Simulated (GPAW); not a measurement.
**Geometry or basis: what sets the conductance of a Sn chain with two Ti atoms in line**

How well does a Sn chain with two Ti atoms in line conduct once its atoms have relaxed, and how much do cheaper levels lose?

Method: GPAW LCAO, PAW setups; relaxation of the junction within the symmetry of its start, lead ends held, in the first sound run; inputs show where later runs differ, in GPAW 26.7.0.

## 1. Set-up

The cell holds 14 atoms: 12 Sn and 2 Ti. Its edges and angles: a = 9.000 Å, b = 9.000 Å, c = 37.524 Å, α = 90.0°, β = 90.0°, γ = 90.0°. Regions: left lead, 6 atoms (6 Sn); channel, 2 atoms (2 Ti); right lead, 6 atoms (6 Sn). Vacuum lies along a and b. The structure is stacked along c, and the current runs across the ab planes.

Coordinates:

```cif
data_structure
_symmetry_space_group_name_H-M 'P 1'
_symmetry_Int_Tables_number 1
_cell_length_a 9.0000
_cell_length_b 9.0000
_cell_length_c 37.5244
_cell_angle_alpha 90.000
_cell_angle_beta 90.000
_cell_angle_gamma 90.000
_cell_volume 3039.48
loop_
_atom_site_label
_atom_site_type_symbol
_atom_site_fract_x
_atom_site_fract_y
_atom_site_fract_z
_atom_site_occupancy
Sn1 Sn 0.50000 0.50000 0.03664 1
Sn2 Sn 0.50000 0.50000 0.10993 1
Sn3 Sn 0.50000 0.50000 0.18321 1
Sn4 Sn 0.50000 0.50000 0.25650 1
Sn5 Sn 0.50000 0.50000 0.32979 1
Sn6 Sn 0.50000 0.50000 0.40307 1
Ti7 Ti 0.50000 0.50000 0.46935 1
Ti8 Ti 0.50000 0.50000 0.53065 1
Sn9 Sn 0.50000 0.50000 0.59693 1
Sn10 Sn 0.50000 0.50000 0.67021 1
Sn11 Sn 0.50000 0.50000 0.74350 1
Sn12 Sn 0.50000 0.50000 0.81679 1
Sn13 Sn 0.50000 0.50000 0.89007 1
Sn14 Sn 0.50000 0.50000 0.96336 1
```

## 2. Relaxing the atoms

Transmission follows bond lengths closely, so the atoms between the held lead ends are relaxed first, within whatever symmetry the start has.

File run.py:

```python
import json
from ase import Atoms
from ase.constraints import FixAtoms
from ase.optimize import BFGS
from gpaw import GPAW, FermiDirac

device = Atoms(
    ['Sn', 'Sn', 'Sn', 'Sn', 'Sn', 'Sn', 'Ti', 'Ti', 'Sn', 'Sn', 'Sn', 'Sn', 'Sn', 'Sn'],
    positions=[
        [4.50000, 4.50000, 1.37500],
        [4.50000, 4.50000, 4.12500],
        [4.50000, 4.50000, 6.87500],
        [4.50000, 4.50000, 9.62500],
        [4.50000, 4.50000, 12.37500],
        [4.50000, 4.50000, 15.12500],
        [4.50000, 4.50000, 17.61220],
        [4.50000, 4.50000, 19.91220],
        [4.50000, 4.50000, 22.39940],
        [4.50000, 4.50000, 25.14940],
        [4.50000, 4.50000, 27.89940],
        [4.50000, 4.50000, 30.64940],
        [4.50000, 4.50000, 33.39940],
        [4.50000, 4.50000, 36.14940]],
    cell=[[9.0, 0.0, 0.0], [0.0, 9.0, 0.0], [0.0, 0.0, 37.5244]],
    pbc=True)

device.set_constraint(FixAtoms([0, 1, 2, 3, 4, 9, 10, 11, 12, 13]))
device.calc = GPAW(mode='lcao', basis='dzp', xc='PBE', h=0.18,
                   kpts={'size': (1, 1, 2), 'gamma': True},
                   symmetry={'tolerance': 1e-3, 'extra_ids': [1, 1, 1, 1, 1, 0, 0, 0, 0, 1, 1, 1, 1, 1]},
                   occupations=FermiDirac(0.1), maxiter=250,
                   mixer=dict(beta=0.1, nmaxold=8, weight=100.0),
                   convergence=dict(density=0.0001), txt='relax.txt')
path = []
opt = BFGS(device, maxstep=0.15)
opt.attach(lambda: path.append((device.get_potential_energy(), device.positions.tolist(), device.get_forces().tolist())))
relaxed = bool(opt.run(fmax=0.05, steps=50))
json.dump(dict(relaxed=relaxed, path=path, positions=device.positions.tolist(), moments=device.get_magnetic_moments().tolist(),
               forces=device.get_forces(apply_constraint=False).tolist()), open('result.json', 'w'))
```

Started as:

```bash
> OMP_NUM_THREADS=1 OPENBLAS_NUM_THREADS=1 python run.py
```

Output:

```text
Step          Energy          fmax
BFGS:    0      -33.415555        3.017098
BFGS:    1      -33.740357        2.739104
BFGS:    2      -34.292276        0.694356
BFGS:    3      -34.293975        0.524546
BFGS:    4      -34.301871        0.059953
BFGS:    5      -34.302027        0.062627
BFGS:    6      -34.299370        0.350644
BFGS:    7      -34.301938        0.091961
BFGS:    8      -34.302098        0.017826
```

Elapsed: 8.1 min, on 1 thread of Arm Neoverse V1, shared host; peak memory 1.7 GiB.

Step by step:

| step | energy less that of the first step (eV) | largest force (eV/Å) |
| --- | --- | --- |
| 1 | 0.0000 | 3.0171 |
| 2 | -0.3361 | 2.7391 |
| 3 | -0.8843 | 0.6944 |
| 4 | -0.8936 | 0.5245 |
| 5 | -0.8983 | 0.0600 |
| 6 | -0.8981 | 0.0626 |
| 7 | -0.8939 | 0.3506 |
| 8 | -0.8982 | 0.0920 |
| 9 | -0.8987 | 0.0178 |

The atoms that moved most (Å):

| atom | dx | dy | dz | length |
| --- | --- | --- | --- | --- |
| Ti7 | 0.000 | 0.000 | 0.179 | 0.179 |
| Ti8 | 0.000 | 0.000 | -0.179 | 0.179 |
| Sn6 | 0.000 | 0.000 | -0.093 | 0.093 |
| Sn9 | 0.000 | 0.000 | 0.093 | 0.093 |

The relaxation lowered the energy of the cell by 0.899 eV (energies extrapolated to zero smearing; the optimiser's log prints free energies). The largest force left on a free atom is 0.018 eV/Å.

## 3. Double-zeta polarised basis

Localised orbitals split the wire into layers that couple to their neighbours alone, which is what the Green's function method needs; double zeta with polarisation is the usual level for numbers.

This step: GPAW LCAO, PAW setups; Landauer transmission from Green's functions with principal layers (ASE), zero bias (GPAW 26.7.0).

File run.py:

```python
import json
import numpy as np
from ase import Atoms
from ase.transport.calculators import TransportCalculator
from gpaw import GPAW, FermiDirac
from gpaw.lcao.tools import get_lcao_hamiltonian
from scipy.linalg import eigh

# The junction with lead layers at both ends, along the third cell vector
device = Atoms(
    ['Sn', 'Sn', 'Sn', 'Sn', 'Sn', 'Sn', 'Ti', 'Ti', 'Sn', 'Sn', 'Sn', 'Sn', 'Sn', 'Sn'],
    positions=[
        [4.50000, 4.50000, 1.37500],
        [4.50000, 4.50000, 4.12500],
        [4.50000, 4.50000, 6.87500],
        [4.50000, 4.50000, 9.62500],
        [4.50000, 4.50000, 12.37500],
        [4.50000, 4.50000, 15.03181],
        [4.50000, 4.50000, 17.79084],
        [4.50000, 4.50000, 19.73356],
        [4.50000, 4.50000, 22.49259],
        [4.50000, 4.50000, 25.14940],
        [4.50000, 4.50000, 27.89940],
        [4.50000, 4.50000, 30.64940],
        [4.50000, 4.50000, 33.39940],
        [4.50000, 4.50000, 36.14940]],
    cell=[[9.0, 0.0, 0.0], [0.0, 9.0, 0.0], [0.0, 0.0, 37.5244]],
    pbc=True)

# One principal layer of the lead: the first 3 atoms of the device
lead = Atoms(
    ['Sn', 'Sn', 'Sn'],
    positions=[
        [4.50000, 4.50000, 1.37500],
        [4.50000, 4.50000, 4.12500],
        [4.50000, 4.50000, 6.87500]],
    cell=[[9.0, 0.0, 0.0], [0.0, 9.0, 0.0], [0.0, 0.0, 8.25]],
    pbc=True)

settings = dict(mode='lcao', basis='dzp', xc='PBE', h=0.2,
                occupations=FermiDirac(0.1), maxiter=250,
                mixer=dict(beta=0.1, nmaxold=8, weight=100.0),
                convergence=dict(density=0.0001))
energies = np.arange(-2, 2 + 1e-9, 0.025)
eta = 0.0001
n1, n2 = 1, 1
# k and -k transmit alike, so half of the mesh across the current serves
mesh = [(i, j) for i in range(n1) for j in range(n2) if (i, j) <= (-i % n1, -j % n2)]
weights = np.array([1 if (i, j) == (-i % n1, -j % n2) else 2 for i, j in mesh]) / (n1 * n2)


def ground_state(atoms, size, txt):
    atoms.calc = GPAW(kpts={'size': size, 'gamma': True}, symmetry={'tolerance': 1e-3}, txt=txt, **settings)
    atoms.get_potential_energy()
    return atoms.calc.get_fermi_level()


def blocks(atoms, fermi, points, nz, cells):
    """H - E_F S and S between cell 0 and the cells above it, at each point across the current."""
    kz = np.arange(nz) / nz
    calc = atoms.calc.fixed_density(kpts=[(*k, z) for k in points for z in kz], symmetry='off', txt=None)
    H, S = get_lcao_hamiltonian(calc)
    H = (H - fermi * S).reshape(len(H), len(points), nz, *S.shape[1:])
    S = S.reshape(H.shape[1:])
    phases = [np.exp(-2j * np.pi * kz * R) / nz for R in cells]
    return [(np.einsum('skzij,z->ksij', H, p), np.einsum('kzij,z->kij', S, p)) for p in phases]


def pair(a, b):
    return np.block([[a, b], [b.T.conj(), a]])


def count_channels(h, s, cells, nk=240):
    """Half the number of times that the lead's bands cross each energy, unfolded to its shortest repeat."""
    b = len(h) // cells
    bands = []
    for k in (np.arange(nk + 1) + 0.5) / nk:
        hk, sk = h[:b, :b].copy(), s[:b, :b].copy()
        for R in range(1, cells):
            phase, block = np.exp(2j * np.pi * k * R), slice(R * b, (R + 1) * b)
            hk += h[:b, block] * phase + (h[:b, block] * phase).T.conj()
            sk += s[:b, block] * phase + (s[:b, block] * phase).T.conj()
        w, u = eigh(sk)
        x = u[:, w > 1e-5] / w[w > 1e-5]**0.5  # drop near-dependent combinations
        bands.append(np.r_[eigh(x.T.conj() @ hk @ x, eigvals_only=True), [1e9] * (w <= 1e-5).sum()])
    below = np.array(bands)[:, :, None] < energies
    return (below[1:] != below[:-1]).sum((0, 1)) / 2


fermi_lead = ground_state(lead, (1, 1, 14), 'lead.txt')
fermi_device = ground_state(device, (1, 1, 2), 'device.txt')
T, channels, eigen, tail, misfit, shifts = [], [], [], 0.0, 0.0, []
for first in range(0, len(mesh), 566):
    points = [(i / n1, j / n2) for i, j in mesh[first:first + 566]]
    (H0k, S0k), (H1k, S1k), (H2k, _) = blocks(lead, fermi_lead, points, 5, range(3))
    [(Hk, Sk)] = blocks(device, fermi_device, points, 2, [0])
    tail = max(tail, abs(H2k).max())
    for H0, S0, H1, S1, H, S in zip(H0k, S0k, H1k, S1k, Hk, Sk):
        n = len(S0)
        # Shift the lead onto the potential of the device's first layer
        shift = ((H[:, 0, 0] - H0[:, 0, 0]) / S0[0, 0]).real.mean()
        shifts.append(shift)
        misfit = max(misfit, abs(H[:, :n, :n] - H0 - shift * S0).max())
        Tk, Ck, Ek = [], [], []
        for s in range(len(H)):
            t = s % len(H0)  # a lead without moments serves both spins
            h1, s1 = pair(H0[t] + shift * S0, H1[t] + shift * S1), pair(S0, S1)
            leads = dict(h1=h1, s1=s1, energies=energies, eta=eta, eta1=eta, eta2=eta)
            calc = TransportCalculator(h=H[s], s=S, eigenchannels=3, **leads)
            Tk.append(calc.get_transmission())
            Ek.append(np.sort(calc.eigenchannels_ne, axis=0)[::-1])
            Ck.append(count_channels(h1, s1, 6))
        T.append(Tk)
        channels.append(Ck)
        eigen.append(Ek)
T, channels = np.array(T), np.array(channels)
mean, open_channels = np.einsum('kse,k->se', T, weights), np.einsum('kse,k->se', channels, weights)

print(f'basis functions: device {len(S)}, principal layer {n}')
print(f'Fermi level: lead {fermi_lead:.4f} eV, device {fermi_device:.4f} eV; lead shifted by {np.mean(shifts):.4f} eV')
print(f'largest coupling past the next layer {tail:.2e} eV, largest misfit of the first layer {misfit:.3f} eV')
print('  E-E_F (eV)   ' + 'T (one spin)  channels')
for e, t, c in zip(energies, mean.T, open_channels.T):
    print(f'{e:10.3f}  ', *[f'{x:11.4e}' for x in t], *[f'{x:9.4f}' for x in c])

kT = 8.617333e-5 * 300
fine = np.linspace(energies[0], energies[-1], 4001)
both = np.exp(np.interp(fine, energies, np.log(np.maximum(mean.sum(0) * 2 / len(mean), 1e-30))))
fermi = lambda mu: 1 / (1 + np.exp(np.clip((fine - mu) / kT, -200, 200)))
slope = fermi(0) * (1 - fermi(0)) / kT
G = np.trapezoid(both * slope, fine) / 2
seebeck = -np.trapezoid(both * slope * fine, fine) / (2 * G * 300) * 1e6
print(f'conductance at 300 K: {G:.5g} G0 a cell; thermopower {seebeck:.4g} uV/K')
bias = [0.1, 0.2, 0.5, 1.0, 1.5, 2.0]
current = [38.74 * np.trapezoid(both * (fermi(V / 2) - fermi(-V / 2)), fine) for V in bias]
for V, I in zip(bias, current):
    print(f'current from the zero-bias T(E) at {V} V: {I:.5g} uA')
zero = abs(energies).argmin()
json.dump(dict(energies=energies.tolist(), T=mean.tolist(), channels=open_channels.tolist(), G=G, seebeck=seebeck,
               bias=bias, current=current, tail=tail, misfit=misfit, shift=np.mean(shifts), n_device=len(S), n_lead=n,
               fermi=[fermi_lead, fermi_device], energy=device.get_potential_energy(),
               moments=device.get_magnetic_moments().tolist(), mesh=mesh, weights=weights.tolist(),
               T_k=T[:, :, zero].tolist(), eigen=np.array(eigen[0]).tolist()), open('result.json', 'w'))
```

Output:

```text
basis functions: device 334, principal layer 69
Fermi level: lead -2.9469 eV, device -2.8638 eV; lead shifted by 0.0079 eV
largest coupling past the next layer 3.84e-07 eV, largest misfit of the first layer 0.043 eV
  E-E_F (eV)   T (one spin)  channels
    -2.000    1.3508e-01    1.0000
    -1.975    1.3557e-01    1.0000
    -1.950    1.3616e-01    1.0000
    -1.925    1.3685e-01    1.0000
    -1.900    1.3764e-01    1.0000
    -1.875    1.3852e-01    1.0000
    -1.850    1.3949e-01    1.0000
    -1.825    1.4054e-01    1.0000
    -1.800    1.4169e-01    1.0000
    -1.775    1.4293e-01    1.0000
    -1.750    1.4426e-01    1.0000
    -1.725    1.4568e-01    1.0000
    -1.700    1.4719e-01    1.0000
    -1.675    1.4879e-01    1.0000
    -1.650    1.5049e-01    1.0000
    -1.625    1.5229e-01    1.0000
[...]
1.825    1.0092e+00    3.0000
     1.850    1.0103e+00    3.0000
     1.875    1.0116e+00    3.0000
     1.900    1.0132e+00    3.0000
     1.925    1.0149e+00    3.0000
     1.950    1.0169e+00    3.0000
     1.975    1.0193e+00    3.0000
     2.000    1.0220e+00    3.0000
conductance at 300 K: 0.70991 G0 a cell; thermopower 2.752 uV/K
current from the zero-bias T(E) at 0.1 V: 5.4952 uA
current from the zero-bias T(E) at 0.2 V: 10.961 uA
current from the zero-bias T(E) at 0.5 V: 26.986 uA
current from the zero-bias T(E) at 1.0 V: 53.026 uA
current from the zero-bias T(E) at 1.5 V: 78.103 uA
current from the zero-bias T(E) at 2.0 V: 101.59 uA
```

Wall time 1.8 min (1 thread); peak memory 1.2 GiB.

This step gave:

- conductance: 0.7099 G₀
- thermopower: 2.752 μV/K
- largest coupling past the next principal layer: 3.84e-7 eV
- largest misfit of the first principal layer: 0.04343 eV
- shift that aligns the lead: 0.007862 eV
- basis functions of the junction: 334
- basis functions of a principal layer: 69
- transmission at the Fermi level (one spin): 0.7118
- open channels of the lead at the Fermi level (one spin): 3

One spin. The transmission, zone mean by energy, zero at the Fermi level:

| energy (eV) | transmission, zone mean |
| --- | --- |
| -2.000 | 0.135 |
| -1.900 | 0.138 |
| -1.800 | 0.142 |
| -1.700 | 0.147 |
| -1.600 | 0.154 |
| -1.500 | 0.163 |
| -1.400 | 0.174 |
| -1.300 | 0.188 |
| -1.200 | 0.206 |
| -1.100 | 0.234 |
| -1.000 | 0.286 |
| -0.900 | 0.473 |
| -0.850 | 0.970 |
| -0.800 | 0.00453 |
| -0.700 | 0.500 |
| -0.600 | 0.648 |
| -0.500 | 0.690 |
| -0.400 | 0.691 |
| -0.300 | 0.702 |
| -0.200 | 0.716 |
| -0.125 | 0.730 |
| -0.100 | 0.730 |
| 0.000 | 0.712 |
| 0.100 | 0.677 |
| 0.200 | 0.648 |
| 0.300 | 0.638 |
| 0.400 | 0.646 |
| 0.500 | 0.670 |
| 0.600 | 0.704 |
| 0.700 | 0.744 |
| 0.800 | 0.787 |
| 0.900 | 0.830 |
| 1.000 | 0.872 |
| 1.100 | 0.909 |
| 1.200 | 0.940 |
| 1.300 | 0.965 |
| 1.400 | 0.982 |
| 1.500 | 0.994 |
| 1.600 | 1.00 |
| 1.700 | 1.00 |
| 1.800 | 1.01 |
| 1.900 | 1.01 |
| 2.000 | 1.02 |

Crossings of the lead's bands, unfolded to its shortest repeat. Table of open channels, zone mean by energy, zero at the Fermi level:

| energy (eV) | open channels, zone mean |
| --- | --- |
| -2.000 | 1 |
| -1.900 | 1 |
| -1.800 | 1 |
| -1.700 | 1 |
| -1.600 | 1 |
| -1.500 | 1 |
| -1.400 | 1 |
| -1.300 | 1 |
| -1.200 | 1 |
| -1.100 | 1 |
| -1.000 | 1 |
| -0.900 | 1 |
| -0.800 | 3 |
| -0.700 | 3 |
| -0.600 | 3 |
| -0.500 | 3 |
| -0.400 | 3 |
| -0.300 | 3 |
| -0.200 | 3 |
| -0.100 | 3 |
| 0.000 | 3 |
| 0.100 | 3 |
| 0.200 | 3 |
| 0.300 | 3 |
| 0.400 | 3 |
| 0.500 | 3 |
| 0.600 | 3 |
| 0.700 | 3 |
| 0.800 | 3 |
| 0.900 | 3 |
| 1.000 | 3 |
| 1.100 | 3 |
| 1.200 | 3 |
| 1.300 | 3 |
| 1.400 | 3 |
| 1.500 | 1 |
| 1.600 | 3 |
| 1.700 | 3 |
| 1.800 | 3 |
| 1.900 | 3 |
| 2.000 | 3 |

Not self-consistent under bias; the bias window is split evenly. Current through one cell, from the zero-bias transmission against bias:

| bias (V) | current through one cell, from the zero-bias transmission (μA) |
| --- | --- |
| 0.100 | 5.50 |
| 0.200 | 11.0 |
| 0.500 | 27.0 |
| 1.000 | 53.0 |
| 1.500 | 78.1 |
| 2.000 | 102 |

Table of transmission of the three most open eigenchannels by energy, zero at the Fermi level:

| energy (eV) | channel 1 | channel 2 | channel 3 |
| --- | --- | --- | --- |
| -2.000 | 0.135 | 0 | 0 |
| -1.900 | 0.138 | 0 | 0 |
| -1.800 | 0.142 | 0 | 0 |
| -1.700 | 0.147 | 0 | 0 |
| -1.600 | 0.154 | 0 | 0 |
| -1.500 | 0.163 | 0 | 0 |
| -1.400 | 0.174 | 0 | 0 |
| -1.300 | 0.188 | 0 | 0 |
| -1.200 | 0.206 | 0 | 0 |
| -1.100 | 0.234 | 0 | 0 |
| -1.000 | 0.286 | 0 | 0 |
| -0.900 | 0.473 | 3.5e-12 | 3.5e-12 |
| -0.800 | 0.00193 | 0.00193 | 6.7e-4 |
| -0.700 | 0.191 | 0.191 | 0.119 |
| -0.600 | 0.236 | 0.236 | 0.176 |
| -0.500 | 0.238 | 0.238 | 0.213 |
| -0.400 | 0.245 | 0.223 | 0.223 |
| -0.300 | 0.275 | 0.213 | 0.213 |
| -0.200 | 0.306 | 0.205 | 0.205 |
| -0.100 | 0.339 | 0.195 | 0.195 |
| 0.000 | 0.374 | 0.169 | 0.169 |
| 0.100 | 0.412 | 0.133 | 0.133 |
| 0.200 | 0.452 | 0.0979 | 0.0979 |
| 0.300 | 0.496 | 0.0708 | 0.0708 |
| 0.400 | 0.542 | 0.0520 | 0.0520 |
| 0.500 | 0.591 | 0.0393 | 0.0393 |
| 0.600 | 0.642 | 0.0307 | 0.0307 |
| 0.700 | 0.695 | 0.0245 | 0.0245 |
| 0.800 | 0.747 | 0.0198 | 0.0198 |
| 0.900 | 0.799 | 0.0158 | 0.0158 |
| 1.000 | 0.847 | 0.0122 | 0.0122 |
| 1.100 | 0.891 | 0.00879 | 0.00879 |
| 1.200 | 0.929 | 0.00561 | 0.00561 |
| 1.300 | 0.959 | 0.00284 | 0.00284 |
| 1.400 | 0.981 | 8.2e-4 | 8.2e-4 |
| 1.500 | 0.994 | 2.1e-6 | 2.1e-6 |
| 1.600 | 0.999 | 7.8e-4 | 7.8e-4 |
| 1.700 | 0.998 | 0.00347 | 0.00347 |
| 1.800 | 0.992 | 0.00816 | 0.00816 |
| 1.900 | 0.984 | 0.0148 | 0.0148 |
| 2.000 | 0.976 | 0.0231 | 0.0231 |

Couplings past the next layer reach 3.8e-7 eV, small enough to drop; the matrix elements of the cell's first layer differ from the bulk lead's by up to 0.043 eV. That layer keeps its own values in the calculation, and only beyond it is the lead taken as perfect. The Fermi levels of lead and junction count from different zeros of potential, one for each periodic cell; with both set to zero, the small remaining shift is what aligns them. By hand: G = 0.7099 × 77.48 μS = 55.0 μS, a resistance of 18.2 kΩ; at 0.1 V a linear junction would pass 5.50 μA, and the integral over the bias window gives 5.50 μA. Mott's formula, S = -(π²/3)(k_B²T/e) d ln T/dE, has the prefactor 7.33 μV/K·eV at 300 K; T = 0.7187 at -0.025 eV and 0.7039 at 0.025 eV give a slope of -0.415 per eV and S = 3.04 μV/K, beside 2.75 μV/K from the thermal integral, which interpolates the same grid.

(Continued in part 2 of 3.)

[Logs are printed without paths, hosts, clocks, repeated set-up lines and the standing remarks that a program may print on its own settings, such as how far it seeks lower states.]

[Hosts, paths, dates, database ids (printed as entryN), source tags and the programs' standing remarks are cut or masked in the printed files.]
